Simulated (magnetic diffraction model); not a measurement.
# Which magnetic order? KCeTiSe₄

Space group P2_1 (no. 4), a = 6.8550 Å, b = 6.9470 Å, c = 9.1720 Å, β = 107.84°.

| site | atom | x | y | z |
| --- | --- | --- | --- | --- |
| 2a | Ce | 0.2681 | 0.2902 | 0.4436 |
| 2a | Se | 0.5058 | 0.5357 | 0.2870 |
| 2a | Se | 0.5335 | 0.5137 | 0.7293 |
| 2a | Se | 0.0656 | 0.6872 | 0.4229 |
| 2a | Se | 0.0869 | 0.7529 | 0.8518 |
| 2a | Ti | 0.2900 | 0.7562 | 0.6802 |
| 2a | K | 0.7591 | 0.7757 | 0.0665 |

This is a made-up structure (elements placed in a structure type, unrelaxed), so the numbers test the method and describe no known phase.

Only Ce is taken to order (form factors of Ce3+); orders and moment sizes are assumed, and not adapted to the symmetry. Radiation: neutrons of λ = 2.41 Å, 3° to 35°; isotropic B of 0.55 Å² (Ce), 0.7 Å² (Se), 0.81 Å² (Ti) and 0.77 Å² (K). The intensities are simulated: I ∝ L Σ (|F_N|² + |F_M⊥|²) for unpolarised neutrons, with F_M = 2.695 fm/μB × Σ f(s) S exp(2πi Q·r) exp(−B s²) at Q = H ± k (one set where k and −k are equivalent), only the part normal to Q counting and L = 1/(sin²θ cos θ). For a modulated order the moment at position r is S exp(−2πi k·r) + c.c., with S = m/2 for a sine wave of amplitude m and S = m(u + iv)/2 for moments turning in a plane, u and v being orthogonal unit vectors in it; the phase factor of the sum at Q = H + k is then exp(2πi H·r). Form factors are spin-only for 3d ions and dipole or tabulated for f ions, scattering lengths are Sears's of 1992, and absorption is left out. A label names one of the reflections at its angle. The strongest nuclear line in the range is 100, and lines under 0.2 are left out.

Above the ordering temperature:

```
2θ (°)     index      I
 15.87   (0 0 1)   86.7
 21.28   (1 0 0)    2.6
 22.34  (1 0 -1)   22.9
 25.61   (0 1 1)    7.7
 29.35   (1 1 0)   51.3
 30.14  (1 1 -1)  100.0
 30.41   (1 0 1)    3.8
 32.05   (0 0 2)   16.8
 32.66  (1 0 -2)    0.4
```

Below it (cell unchanged):

```
2θ (°)      I
  4.97  223.2
 15.87   86.7
 16.64   18.8
 21.28    2.6
 21.87    2.0
 22.34   22.9
 22.90    2.2
 25.61    7.7
 26.11   10.3
 26.99    7.6
 29.35   51.3
 29.79    1.2
 30.14  100.0
 30.41    3.8
 30.83    0.3
 32.05   16.8
 32.45    2.9
 32.66    0.4
 33.06    2.6
 33.09    7.4
 33.81    5.7
 34.04    5.1
```

**Question.** Find the propagation vector, then choose among these models:
A. moments turning in the plane of [100] and [001], 1.3 μB on Ce; signs + at (0.2681, 0.2902, 0.4436), + at (0.7319, 0.7902, 0.5564)
B. a sine wave with moments along [010] (amplitudes given), 1.3 μB on Ce; signs + at (0.2681, 0.2902, 0.4436), + at (0.7319, 0.7902, 0.5564)
C. moments turning in the plane of [100] and [010], 1.3 μB on Ce; signs + at (0.2681, 0.2902, 0.4436), + at (0.7319, 0.7902, 0.5564)
D. moments turning in the plane of [010] and [001], 1.3 μB on Ce; signs + at (0.2681, 0.2902, 0.4436), + at (0.7319, 0.7902, 0.5564)

The new lines index as (0 1/4 0) at 4.97°, (0 1/4 1) at 16.64°, (0 3/4 1) at 21.87° and (1 1/4 -1) at 22.90°, that is as H ± k with k = (0 1/4 0). Satellites come in pairs about each point of the reciprocal lattice.

Magnetic intensity, observed (below minus above) and for each model:

| 2θ (°) | index | observed | A | B | C | D |
| --- | --- | --- | --- | --- | --- | --- |
| 4.97 | (0 1/4 0) | 223.2 | 223.2 | <0.2 | 111.6 | 111.6 |
| 16.64 | (0 1/4 1) | 18.8 | 18.8 | 15.7 | 33.0 | 18.8 |
| 26.11 | (1 3/4 0) | 10.3 | 10.3 | 5.2 | 8.2 | 12.9 |
| 26.99 | (1 3/4 -1) | 7.6 | 7.6 | 4.0 | 6.5 | 8.0 |
| 32.45 | (0 1/4 2) | 2.9 | 2.9 | 2.8 | 5.7 | 3.1 |
| 33.09 | (1 5/4 0) | 7.4 | 7.4 | 2.0 | 4.9 | 6.7 |
| 33.81 | (1 5/4 -1) | 5.7 | 5.7 | 1.6 | 3.9 | 4.5 |
| 34.04 | (1 3/4 1) | 5.1 | 5.1 | 3.4 | 6.1 | 6.8 |

Model A matches.

The structure used: k = (0 1/4 0), moments turning in the plane of [100] and [001], 1.3 μB on Ce; signs + at (0.2681, 0.2902, 0.4436), + at (0.7319, 0.7902, 0.5564).

[Logs are printed without paths, hosts, clocks, repeated set-up lines and the standing remarks that a program may print on its own settings, such as how far it seeks lower states.]
